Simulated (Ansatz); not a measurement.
# CrCoO2: relaxing a made-up structure

Starting from a made-up structure for CrCoO2, the aim is the relaxed cell, its shortest contacts and, where a second run follows, its electronic structure.

Program: Ansatz 0.2.0. Level of theory: DFT, PBE, plane-wave PAW, files of the set soft_1, scalar-relativistic, ferromagnetic start, cell and ions relaxed at zero pressure; PAW set soft_1. Results are calculated unless marked as measured.

## 1. The structure

Symmetry: R-3m, No. 166, trigonal system. Conventional cell: a = 2.822 Å, b = 2.822 Å, c = 17.627 Å, α = 90.00°, β = 90.00°, γ = 120.00°. Nearest to Co lie 2 O at 1.95 Å. Cr has 6 O at 1.90 Å nearest. O has 3 Cr at 1.90 Å and 1 Co at 1.95 Å nearest. Farther neighbours and most contacts between anions are not listed.

## 2. Relaxation of the guess

The guess takes its coordinates from another compound and its volume from a rule, so the cell and any free coordinates are relaxed together.

input.yaml

```yaml
crystal:
  lattice:
    - [1.411, 0.81464123, 5.875666667]
    - [-1.411, 0.81464123, 5.875666667]
    - [0.0, -1.62928246, 5.875666667]
  atoms:
    - { symbol: Co, position: [0.0, 0.0, 0.0], spin: 2.0 }
    - { symbol: Cr, position: [0.5, 0.5, 0.5], spin: 3.0 }
    - { symbol: O, position: [0.8892, 0.8892, 0.8892] }
    - { symbol: O, position: [0.1108, 0.1108, 0.1108] }
magnetization:
  spin_polarized: true
kpoints:
  mp_grid: { grid: [11, 11, 11] }
scf:
  occupations: { method: fermi_dirac, width: 0.05 }
hamiltonian:
  xc: pbe
  pseudopotentials: { kind: paw, azcp: { folder: soft_1 } }
relax:
  f_tol: 0.015
  max_steps: 70
  cell: {}
output:
  forces: true
  stress: true
```

Command:

```sh
> ansatz run input.yaml --threads 4 --pin off --max-ram 8192MiB --backend cpu --events-out ev --progress --plain --runs-dir out
```

Numbers of over 12 decimals in the logs are rounded to 6 here.

The log of the run:

```text
basis.fft_grid_basis auto: the FFT boxes are laid along the combinations [[1, 0, -1], [0, 1, -1], [0, 0, 1]] of the cell's own vectors, 2.822, 2.822 and 6.097 Å long. The dense box has 20×20×45 points. Along the cell's own vectors, as sized, it would have 45×45×45, 5.06 times as many. Of the 12 symmetry operations that the crystal satisfies within crystal.symmetry.tolerance (time reversal apart; of a slab, those that [...]
Engine: ansatz 0.2.0, aarch64-unknown-linux-gnu
Pseudopotentials: kind: paw
Pseudopotential: Co, paw, valence charge 17, recommended cutoff 420 eV (normal), soft_1/Co.paw.azcp
Pseudopotential: Cr, paw, valence charge 14, recommended cutoff 420 eV (normal), soft_1/Cr.paw.azcp
Pseudopotential: O, paw, valence charge 6, recommended cutoff 420 eV (normal), soft_1/O.paw.azcp
Functional definition: PBE
  parameter kappa = 0.804
  parameter beta = 0.066725
  exchange = pbe_x(kappa = kappa, mu = beta*pi^2/3)
  correlation = pbe_c(beta = beta)
Crystal: 4 atoms, lattice volume = 40.523 Å³
Basis set: ecut = 420 eV, 793 PW (Γ), FFT grids on a1−a3, a2−a3, a3, exchange–correlation on 40×40×90 points (8 copies of the dense FFT grid, shifted against one another)
Bands: 29, of which v1, the nominal top of the filled ones, is band 22 counted from 1 (21 counted from 0)
Symmetry: 12 space group operations
Space group: R-3m (ITA 166), of the structure as read, at distance tolerance 3.4e-5 Å
Magnetic group: BNS 166.97 (UNI 1327), of the structure as read, at distance tolerance 3.4e-5 Å
k-points: 146 of 1331
Non-local potential: Co, projectors of the file, l = 0: 3, l = 1: 2, l = 2: 3, l = 3: 1
Non-local potential: Cr, projectors of the file, l = 0: 3, l = 1: 2, l = 2: 3, l = 3: 1
Non-local potential: O, projectors of the file, l = 0: 2, l = 1: 2, l = 2: 1
PAW form: soft (Blöchl's): semilocal exchange-correlation on the pseudo side does not see the compensation charge
PAW one-centre angular grid: Co, 590 points (default); XC on 64 Gauss nodes
PAW one-centre angular grid: Cr, 590 points (default); XC on 64 Gauss nodes
PAW one-centre angular grid: O, 110 points (default); XC on 64 Gauss nodes
Initial density: superposition of atomic densities (chi_scale 0.1, normalization cell, long waves kept (reshape's long-wave potential 0.49 eV rms))
Starting moments: Σ|m| = 5 μB on 2 of 4 sites
Initial wavefunctions: pseudopotential atomic-orbital guess
Functional: x = pbe(κ = 0.804, μ = 0.219515), c = pbe(β = 0.066725)
SCF iter   1: F=—  HF=-9637.984728 eV  |F-HF|=—  |Δ(HF+E_count)|=         —  Δρ=1.31e-1 (↑1.08e-1 ↓1.31e-1)  dr2=3.12e1  dr2_m=7.36e-1  M=3.176 μB ∫|m|=3.690 μB  β_m=0.30  ethr=3.10e-3  ⟨swp⟩=5.6  Hψ=29426  notcnv=0
Mixer restart at iter 1: flushing history
preconditioner: auto → Kerker (q_TF=auto, 2.755 Å⁻¹)  [metal: Δε(μ)=0.001 eV  Ē_g=10.213 eV  σ=0.050 eV  W_gap=0.00  n_scr=16 (ndim 8)  ℏωp=30.3 eV  f_vac=0.000  D(μ)=6.52/eV (n_scr^D=112)]
spin=Collinear: Kerker preconditioning applied to the charge; magnetization (m = ρ↑ − ρ↓) channel mixes plain (no charge-response kernel on spin).
SCF iter   2: F=—  HF=-9639.196951 eV  |F-HF|=—  |Δ(HF+E_count)|=    1.21e0  Δρ=5.29e-2 (↑4.31e-2 ↓5.29e-2)  dr2=9.63e0  dr2_m=1.83e-1  M=3.559 μB ∫|m|=3.905 μB  β_m=0.39  ethr=3.10e-3  ⟨swp⟩=2.9  Hψ=19723  notcnv=0  defer=265
SCF iter   3: F=—  HF=-9638.894954 eV  |F-HF|=—  |Δ(HF+E_count)|=   3.02e-1  Δρ=3.49e-2 (↑2.51e-2 ↓3.49e-2)  dr2=4.67e0  dr2_m=5.68e-2  M=3.656 μB ∫|m|=3.913 μB  β_m=0.47  ethr=3.10e-3  ⟨swp⟩=2.0  Hψ=12764  notcnv=0  defer=310
SCF iter   4: F=—  HF=-9637.897531 eV  |F-HF|=—  |Δ(HF+E_count)|=   9.97e-1  Δρ=3.27e-2 (↑3.27e-2 ↓2.11e-2)  dr2=5.28e-1  dr2_m=6.79e-2  M=3.976 μB ∫|m|=4.104 μB  β_m=0.73  ethr=3.10e-3  ⟨swp⟩=2.1  Hψ=13298  notcnv=0  defer=389
SCF iter   5: F=—  HF=-9638.382755 eV  |F-HF|=—  |Δ(HF+E_count)|=   4.85e-1  Δρ=1.93e-2 (↑1.93e-2 ↓1.77e-2)  dr2=2.88e-1  dr2_m=4.75e-2  M=4.209 μB ∫|m|=4.302 μB  β_m=0.82  ethr=1.23e-3  ⟨swp⟩=2.1  Hψ=14275  notcnv=0  defer=396
SCF iter   6: F=—  HF=-9638.499894 eV  |F-HF|=—  |Δ(HF+E_count)|=         —  Δρ=2.59e-2 (↑2.59e-2 ↓2.47e-2)  dr2=1.42e-2  dr2_m=2.31e-1  M=4.557 μB ∫|m|=4.658 μB  β_m=0.82  ethr=6.71e-4  ⟨swp⟩=3.0  Hψ=16235  notcnv=0  defer=393
Mixer restart at iter 6: flushing history
SCF iter   7: F=—  HF=-9638.490606 eV  |F-HF|=—  |Δ(HF+E_count)|=   9.29e-3  Δρ=9.63e-3 (↑9.63e-3 ↓7.07e-3)  dr2=4.77e-3  dr2_m=2.42e-2  M=4.578 μB ∫|m|=4.696 μB  β_m=0.91  ethr=3.31e-5  ⟨swp⟩=2.1  Hψ=16145  notcnv=0  defer=375
SCF iter   8: F=—  HF=-9638.493041 eV  |F-HF|=—  |Δ(HF+E_count)|=   2.43e-3  Δρ=7.17e-3 (↑2.78e-3 ↓7.17e-3)  dr2=2.16e-2  dr2_m=4.17e-3  M=4.646 μB ∫|m|=4.776 μB  β_m=0.70  ethr=1.11e-5  ⟨swp⟩=2.0  Hψ=16585  notcnv=0  defer=375
SCF iter   9: F=—  HF=-9638.490562 eV  |F-HF|=—  |Δ(HF+E_count)|=   2.48e-3  Δρ=8.28e-4 (↑8.28e-4 ↓6.35e-4)  dr2=3.89e-4  dr2_m=5.91e-5  M=4.615 μB ∫|m|=4.747 μB  β_m=0.69  ethr=1.11e-5  ⟨swp⟩=2.0  Hψ=17449  notcnv=0  defer=373
SCF iter  10: F=—  HF=-9638.490539 eV  |F-HF|=—  |Δ(HF+E_count)|=   2.32e-5  Δρ=8.88e-4 (↑3.42e-4 ↓8.88e-4)  dr2=4.39e-4  dr2_m=5.99e-5  M=4.624 μB ∫|m|=4.759 μB  β_m=0.78  ethr=9.04e-7  ⟨swp⟩=2.4  Hψ=15923  notcnv=0  defer=372
SCF iter  11: F=—  HF=-9638.490621 eV  |F-HF|=—  |Δ(HF+E_count)|=   8.15e-5  Δρ=7.44e-4 (↑3.08e-4 ↓7.44e-4)  dr2=3.37e-4  dr2_m=2.10e-5  M=4.624 μB ∫|m|=4.760 μB  β_m=0.64  ethr=9.04e-7  ⟨swp⟩=1.2  Hψ=8536  notcnv=0  defer=372
SCF iter  12: F=—  HF=-9638.490577 eV  |F-HF|=—  |Δ(HF+E_count)|=   4.36e-5  Δρ=6.66e-5 (↑6.66e-5 ↓6.60e-5)  dr2=5.25e-6  dr2_m=4.27e-7  M=4.622 μB ∫|m|=4.759 μB  β_m=0.78  ethr=7.84e-7  ⟨swp⟩=2.0  Hψ=9726  notcnv=0  defer=372
SCF iter  13: F=—  HF=-9641.755758 eV  |F-HF|=—  |Δ(HF+E_count)|=         —  Δρ=2.81e-1 (↑2.81e-1 ↓2.77e-1)  dr2=6.82e-3  dr2_m=2.90e1  M=1.000 μB ∫|m|=4.435 μB  β_m=1.00  ethr=1.22e-8  ⟨swp⟩=2.1  Hψ=14529  notcnv=0  defer=372
Mixer restart at iter 13: flushing history
SCF iter  14: F=—  HF=-9638.607674 eV  |F-HF|=—  |Δ(HF+E_count)|=    3.15e0  Δρ=2.49e-2 (↑3.14e-3 ↓2.49e-2)  dr2=1.71e-1  dr2_m=6.56e-2  M=1.000 μB ∫|m|=4.556 μB  β_m=0.78  ethr=1.16e-4  ⟨swp⟩=3.5  Hψ=20034  notcnv=0  defer=372
SCF iter  15: F=—  HF=-9638.632450 eV  |F-HF|=—  |Δ(HF+E_count)|=   2.48e-2  Δρ=2.76e-2 (↑2.76e-2 ↓6.36e-3)  dr2=2.76e-1  dr2_m=4.88e-2  M=1.000 μB ∫|m|=4.744 μB  β_m=0.67  ethr=1.16e-4  ⟨swp⟩=2.9  Hψ=19791  notcnv=0  defer=381
SCF iter  16: F=—  HF=-9638.589267 eV  |F-HF|=—  |Δ(HF+E_count)|=   4.32e-2  Δρ=7.65e-3 (↑1.38e-3 ↓7.65e-3)  dr2=1.48e-2  dr2_m=6.61e-3  M=1.000 μB ∫|m|=4.663 μB  β_m=0.72  ethr=1.16e-4  ⟨swp⟩=2.8  Hψ=17509  notcnv=0  defer=381
[...]
SCF iter   2: F=—  HF=-9638.925188 eV  |F-HF|=—  |Δ(HF+E_count)|=   2.82e-4  Δρ=6.40e-5 (↑6.40e-5 ↓4.04e-5)  dr2=1.58e-7  dr2_m=9.23e-8  M=1.000 μB ∫|m|=4.987 μB  β_m=0.61  ethr=2.03e-9  ⟨swp⟩=2.2  Hψ=11615  notcnv=0
SCF iter   3: F=—  HF=-9640.929682 eV  |F-HF|=—  |Δ(HF+E_count)|=         —  Δρ=2.24e-1 (↑2.16e-1 ↓2.24e-1)  dr2=3.68e-2  dr2_m=1.93e1  M=4.006 μB ∫|m|=4.040 μB  β_m=1.00  ethr=3.68e-10  ⟨swp⟩=2.0  Hψ=14510  notcnv=0
Mixer restart at iter 3: flushing history
SCF iter   4: F=—  HF=-9638.871084 eV  |F-HF|=—  |Δ(HF+E_count)|=    2.06e0  Δρ=5.82e-2 (↑5.82e-2 ↓3.07e-2)  dr2=2.54e-1  dr2_m=7.78e-1  M=4.456 μB ∫|m|=4.492 μB  β_m=0.61  ethr=1.16e-4  ⟨swp⟩=3.2  Hψ=19475  notcnv=0  defer=2
SCF iter   5: F=—  HF=-9638.873565 eV  |F-HF|=—  |Δ(HF+E_count)|=   2.48e-3  Δρ=3.56e-2 (↑7.25e-3 ↓3.56e-2)  dr2=5.18e-1  dr2_m=1.14e-1  M=4.467 μB ∫|m|=4.519 μB  β_m=0.62  ethr=1.16e-4  ⟨swp⟩=3.2  Hψ=21456  notcnv=1  defer=396
SCF iter   6: F=—  HF=-9638.957136 eV  |F-HF|=—  |Δ(HF+E_count)|=   8.36e-2  Δρ=4.60e-2 (↑4.60e-2 ↓1.12e-2)  dr2=6.77e-1  dr2_m=2.65e-1  M=4.630 μB ∫|m|=4.695 μB  β_m=0.32  ethr=1.16e-4  ⟨swp⟩=3.6  Hψ=22683  notcnv=0  defer=361
SCF iter   7: F=—  HF=-9638.797389 eV  |F-HF|=—  |Δ(HF+E_count)|=   1.60e-1  Δρ=1.99e-2 (↑1.99e-2 ↓1.93e-2)  dr2=1.58e-2  dr2_m=1.49e-1  M=4.815 μB ∫|m|=4.887 μB  β_m=0.21  ethr=1.16e-4  ⟨swp⟩=3.0  Hψ=20101  notcnv=0  defer=390
SCF iter   8: F=—  HF=-9638.791488 eV  |F-HF|=—  |Δ(HF+E_count)|=   5.90e-3  Δρ=6.68e-3 (↑3.17e-3 ↓6.68e-3)  dr2=5.63e-3  dr2_m=8.38e-3  M=4.845 μB ∫|m|=4.935 μB  β_m=0.71  ethr=3.67e-5  ⟨swp⟩=2.0  Hψ=16923  notcnv=0  defer=385
SCF iter   9: F=—  HF=-9638.796847 eV  |F-HF|=—  |Δ(HF+E_count)|=         —  Δρ=4.56e-3 (↑4.56e-3 ↓3.06e-3)  dr2=1.34e-3  dr2_m=5.46e-3  M=4.927 μB ∫|m|=5.031 μB  ethr=1.31e-5  ⟨swp⟩=2.2  Hψ=14922  notcnv=0  defer=385
Mixer restart at iter 9: flushing history
SCF iter  10: F=—  HF=-9638.925226 eV  |F-HF|=—  |Δ(HF+E_count)|=         —  Δρ=3.84e-5 (↑3.84e-5 ↓7.86e-6)  dr2=1.17e-6  dr2_m=1.37e-7  M=1.000 μB ∫|m|=4.987 μB  β_m=0.71  ethr=3.68e-10  ⟨swp⟩=3.9  Hψ=22071  notcnv=0
SCF iter  11: F=—  HF=-9638.925227 eV  |F-HF|=—  |Δ(HF+E_count)|=   1.27e-6  Δρ=6.73e-5 (↑6.73e-5 ↓2.46e-5)  dr2=5.45e-6  dr2_m=2.34e-7  M=1.000 μB ∫|m|=4.987 μB  β_m=0.47  ethr=3.68e-10  ⟨swp⟩=2.0  Hψ=17305  notcnv=0  recentre
SCF iter  12: F=—  HF=-9638.925227 eV  |F-HF|=—  |Δ(HF+E_count)|=   6.25e-7  Δρ=1.18e-5 (↑1.18e-5 ↓4.52e-6)  dr2=1.38e-7  dr2_m=6.48e-9  M=1.000 μB ∫|m|=4.987 μB  β_m=0.46  ethr=3.68e-10  ⟨swp⟩=2.7  Hψ=15259  notcnv=0
SCF iter  13: F=—  HF=-9638.925227 eV  |F-HF|=—  |Δ(HF+E_count)|=   9.66e-8  Δρ=6.13e-6 (↑6.13e-6 ↓2.23e-6)  dr2=3.74e-8  dr2_m=1.89e-9  M=1.000 μB ∫|m|=4.987 μB  β_m=0.51  ethr=3.20e-10  ⟨swp⟩=1.5  Hψ=9133  notcnv=0
SCF iter  14: F=—  HF=-9638.925227 eV  |F-HF|=—  |Δ(HF+E_count)|=   6.06e-8  Δρ=3.00e-6 (↑3.00e-6 ↓1.20e-6)  dr2=7.18e-9  dr2_m=4.34e-10  M=1.000 μB ∫|m|=4.987 μB  β_m=0.76  ethr=8.70e-11  ⟨swp⟩=2.0  Hψ=9597  notcnv=0
SCF iter  15: F=—  HF=-9638.925227 eV  |F-HF|=—  |Δ(HF+E_count)|=   2.91e-8  Δρ=9.67e-7 (↑8.77e-7 ↓9.67e-7)  dr2=1.13e-9  dr2_m=2.31e-10  M=1.000 μB ∫|m|=4.987 μB  β_m=0.62  ethr=1.67e-11  ⟨swp⟩=3.0  Hψ=15793  notcnv=0
SCF iter  16: F=—  HF=-9638.925226 eV  |F-HF|=—  |Δ(HF+E_count)|=   3.82e-7  Δρ=1.20e-6 (↑1.20e-6 ↓2.32e-7)  dr2=1.12e-9  dr2_m=1.04e-10  M=1.000 μB ∫|m|=4.987 μB  β_m=0.64  ethr=2.63e-12  ⟨swp⟩=2.0  Hψ=13588  notcnv=0
SCF iter  17: F=—  HF=-9638.925226 eV  |F-HF|=—  |Δ(HF+E_count)|=  7.97e-10  Δρ=6.62e-7 (↑6.62e-7 ↓7.10e-8)  dr2=2.90e-10  dr2_m=3.98e-11  M=1.000 μB ∫|m|=4.987 μB  β_m=0.82  ethr=2.60e-12  ⟨swp⟩=2.1  Hψ=10432  notcnv=0
SCF iter  18: F=—  HF=-9638.925226 eV  |F-HF|=—  |Δ(HF+E_count)|=  2.31e-10  Δρ=1.38e-7 (↑1.38e-7 ↓5.14e-8)  dr2=1.23e-11  dr2_m=1.14e-12  M=1.000 μB ∫|m|=4.987 μB  β_m=0.91  ethr=1.00e-12  ⟨swp⟩=2.2  Hψ=12288  notcnv=0
SCF iter  19: F=—  HF=-9638.925226 eV  |F-HF|=—  |Δ(HF+E_count)|=  1.82e-12  Δρ=9.99e-8 (↑9.99e-8 ↓3.99e-8)  dr2=1.19e-11  dr2_m=6.29e-13  M=1.000 μB ∫|m|=4.987 μB  β_m=0.87  ethr=1.00e-12  ⟨swp⟩=2.0  Hψ=9135  notcnv=0
SCF iter  20: F=—  HF=-9638.925226 eV  |F-HF|=—  |Δ(HF+E_count)|=  1.09e-11  Δρ=4.44e-8 (↑4.44e-8 ↓1.18e-8)  dr2=1.14e-12  dr2_m=1.54e-13  M=1.000 μB ∫|m|=4.987 μB  β_m=0.93  ethr=1.00e-12  ⟨swp⟩=1.0  Hψ=8468  notcnv=0
SCF iter  21: F=-9638.925226 eV  HF=-9638.925226 eV  |F-HF|=7.28e-12  |Δ(HF+E_count)|=    0.00e0  Δρ=1.18e-7 (↑1.18e-7 ↓2.86e-8)  dr2=1.16e-11  dr2_m=8.48e-13  M=1.000 μB ∫|m|=4.987 μB  ethr=1.00e-12  ⟨swp⟩=2.0  Hψ=20639  notcnv=0
the starting moments were not kept: 1 of 2 ended reversed and 1 kept their direction, counting a site from 0.1 μB. The largest reversed, site 0 (counted from 0, in the order of the report's site_moments_mub), started with +2.0 μB and closes at -1.7e0 μB in its sphere.
SCF 9 converged in 21 iterations: F = -9638.925226 eV  dr2 = 1.16e-11
relax step   9: F+E_penalty+E_count = -9638.92522635 eV  Δ(F+E_penalty+E_count) = -4.618e-4 eV  max|allowed force component| = 2.186e-4 eV/Å  Δτ_max = 0.0000 Å  P = -0.003 GPa  Ω = 43.447 Å³  stress off target by 1.77e-2 GPa  SCF on the basis re-selected at this cell (its energy is not comparable with the rows above)  (21 SCF iters)
basis re-selected at this cell: Δ(F+E_penalty+E_count) = -4.618e-4 eV, ΔP = +0.003 GPa vs the last step (what re-selecting the basis moved, of the pressure what is left beyond the Pulay correction that the steps carried, after the strain that the cell walked since its last selection, with what the two solves' SCF thresholds leave and, on support functions, any second-order correction that the steps lacked; it is no m [...]
SCF converged after 21 iterations
Magnetization: 1.0000 μB (22.0000 up, 21.0000 down)
Absolute magnetization: 4.9897 μB (∫|ρ↑−ρ↓|, with the PAW one-centre terms)
Spin contamination: 1.8803 ħ² per cell (⟨S²⟩ above its minimum at these occupations)
Per-site moments (μB) at R_I (Å): [(-1.749746, 0.766075), (2.374289, 0.820275), (-0.032943, 0.766075), (-0.032943, 0.766075)]
Free energy (F): -9638.925226 eV
Harris-Foulkes:  -9638.925226 eV  (|F-HF|=7.28e-12)
Internal energy: -9638.893433 eV  (E = F + TS)
E sigma→0 (E₀):  -9638.909329 eV
Entropy (-TS):   -0.031794 eV (-7.948 meV/atom)
Fermi energy:    12.404602 eV
--- Per-component energies (eV) ---
  E_band       = -574.160921
  E_kinetic    = 925.570061
  E_local      = -5339.488433  (includes V_loc(G=0)·N_el)
  E_nonlocal   = 591.028771
  E_hartree    = 2305.468273
  E_xc         = -346.965357
  E_vxc        = -443.087873  (∫ρ·V_xc dr)
  E_paw        = -3121.477585  (= ΣΔE_a)
  E_vpaw       = -919.122489  (= ΣTr[D̂ρ^β])
  E_aug_tail   = 0.002373  (compensation charges beyond the density's cutoff)
  E_ewald      = -4653.031534
  E_smearing   = -0.031794  (= −TS)
  E_closure    = 0.000000  (closes the sum)
  Σ components = -9638.925226   (vs F -9638.925226, Δ=0.00e0)
--- Forces (eV/Å), atoms counted from 1 ---
  atom   1  Co     0.00000000     0.00000000     0.00000000
  atom   2  Cr    -0.00000000    -0.00000000    -0.00000000
  atom   3  O     -0.00000000    -0.00000000    -0.00021861
  atom   4  O      0.00000000     0.00000000     0.00021861
  max |Σ_I F_I| component: 2.71e-20 eV/Å
--- Stress (GPa, compression-positive) ---
        0.004739       0.000000       0.000000
        0.000000       0.004739       0.000000
        0.000000       0.000000      -0.017670
  P = ⅓ Tr σ = -0.0027 GPa (-0.027 kbar)
--- Relaxed structure (7 steps of the walk, 7 accepted, 2 SCFs on fresh bases) ---
  F+E_penalty+E_count = -9638.92522635 eV   max|allowed force component| = 2.186e-4 eV/Å   (the final SCF, on the basis selected at the relaxed cell)
  cell:  # Å, volume = 43.4467 Å³
    - [1.474420, 0.851257, 5.769304]
    - [-1.474420, 0.851257, 5.769304]
    - [0, -1.702514, 5.769304]
  atoms:
    - { symbol: Co, position: [0, 0, 0] }
    - { symbol: Cr, position: [0.5, 0.5, 0.5] }
    - { symbol: O, position: [0.892699, 0.892699, 0.892699] }
    - { symbol: O, position: [0.107301, 0.107301, 0.107301] }
```

Run time: 62 s. Hardware: 4 threads of Arm Neoverse V2, shared host; peak memory 0.67 GiB.

Step by step:

| step | energy less that of the first step (eV) | largest force component (eV/Å) | pressure (GPa) | volume (Å³) |
| --- | --- | --- | --- | --- |
| 1 | 0.0000 | 2.2639 | 15.00 | 40.52 |
| 2 | -0.2062 | 1.3849 | 6.21 | 41.93 |
| 3 | -0.3234 | 0.0436 | 2.15 | 42.76 |
| 4 | -0.3253 | 0.0349 | -0.11 | 43.29 |
| 5 | -0.3254 | 0.0006 | 0.00 | 43.27 |
| 6* | -0.3382 | 0.0003 | 0.46 | 43.27 |
| 7 | -0.3382 | 0.0055 | 0.03 | 43.43 |
| 8 | -0.3382 | 0.0002 | -0.01 | 43.45 |
| 9* | -0.3386 | 0.0002 | 0.00 | 43.45 |

Relaxation steps marked * repeat the geometry before them on a plane-wave basis chosen anew for their cell, so energy and pressure can jump there.

Forces are held to the 12 operations that the run works with; a distortion that breaks them can't arise in this run.

| conventional cell, symmetrised | before | after | change |
| --- | --- | --- | --- |
| a (Å) | 2.822 | 2.949 | +4.5 % |
| b (Å) | 2.822 | 2.949 | +4.5 % |
| c (Å) | 17.627 | 17.308 | -1.8 % |
| volume (Å³/atom) | 10.13 | 10.86 | +7.2 % |

The atoms that moved most (Å, as changes of fractional coordinates times the final cell):

| atom | dx | dy | dz | length |
| --- | --- | --- | --- | --- |
| O3 | 0.000 | 0.000 | 0.061 | 0.061 |
| O4 | 0.000 | 0.000 | -0.061 | 0.061 |

The relaxed structure:

```cif
data_structure
_symmetry_space_group_name_H-M 'P 1'
_symmetry_Int_Tables_number 1
_cell_length_a 6.0153
_cell_length_b 6.0153
_cell_length_c 6.0153
_cell_angle_alpha 28.377
_cell_angle_beta 28.377
_cell_angle_gamma 28.377
_cell_volume 43.45
loop_
_atom_site_label
_atom_site_type_symbol
_atom_site_fract_x
_atom_site_fract_y
_atom_site_fract_z
_atom_site_occupancy
Co1 Co 0.00000 0.00000 0.00000 1
Cr2 Cr 0.50000 0.50000 0.50000 1
O3 O 0.89270 0.89270 0.89270 1
O4 O 0.10730 0.10730 0.10730 1
```

Numbers from this step:

| Quantity | Value |
| --- | --- |
| free energy | -9638.9252 eV |
| energy at zero smearing | -9638.9093 eV |
| smearing term TS | 0.03179 eV |
| Fermi energy | 12.40 eV |
| magnetization | 1.000 μB |
| absolute magnetization | 4.990 μB |
| site moments | -1.750, 2.374, -0.03294, -0.03294 μB |
| electrons | 43 |
| symmetry operations | 12 |
| pressure | -0.002730 GPa |

Site moment by atom:

| atom | site moment (μB) |
| --- | --- |
| Co1 | -1.75 |
| Cr2 | 2.37 |
| O3 | -0.03 |
| O4 | -0.03 |

The shortest distance of each pair, which need not be the same contact before and after:

| pair | guess (Å) | relaxed (Å) |
| --- | --- | --- |
| Co–O | 1.953 | 1.857 |
| Cr–O | 1.904 | 1.989 |
| O–O | 2.556 | 2.669 |
| Co–Co | 2.822 | 2.949 |
| Cr–Cr | 2.822 | 2.949 |

The relaxation ends with a largest force component of 2.2e-4 eV/Å and a pressure of 0.00 GPa.

## 3. Summary of results

```
space group, relaxed : R-3m
conventional cell    : a = 2.949, b = 2.949, c = 17.308 Å; α = 90.0°, β = 90.0°, γ = 120.0°
volume per atom      : 10.86 Å³ (guess 10.13)
total moment         : 1.00 μB in the cell of 4 atoms
```

What this shows: CrCoO2 relaxes to R-3m with a = 2.949, b = 2.949 and c = 17.308 Å. The guessed volume was 7 % too small. The space group R-3m was held in the relaxation, so the end point is a stationary structure within it and may be a saddle against distortions or other arrangements. The input starts from parallel moments, and no other start was typed; the run left that order, and the end state is ferrimagnetic. Mesh and cutoff weren't tested. No dispersion term is used, so weakly bound directions may come out too long. Nothing here tests whether the compound is stable against decomposition.

[Logs are printed without paths, hosts, clocks, repeated set-up lines and the standing remarks that a program may print on its own settings, such as how far it seeks lower states.]

[Hosts, paths, dates, database ids (printed as entryN), source tags and the programs' standing remarks are cut or masked in the printed files.]
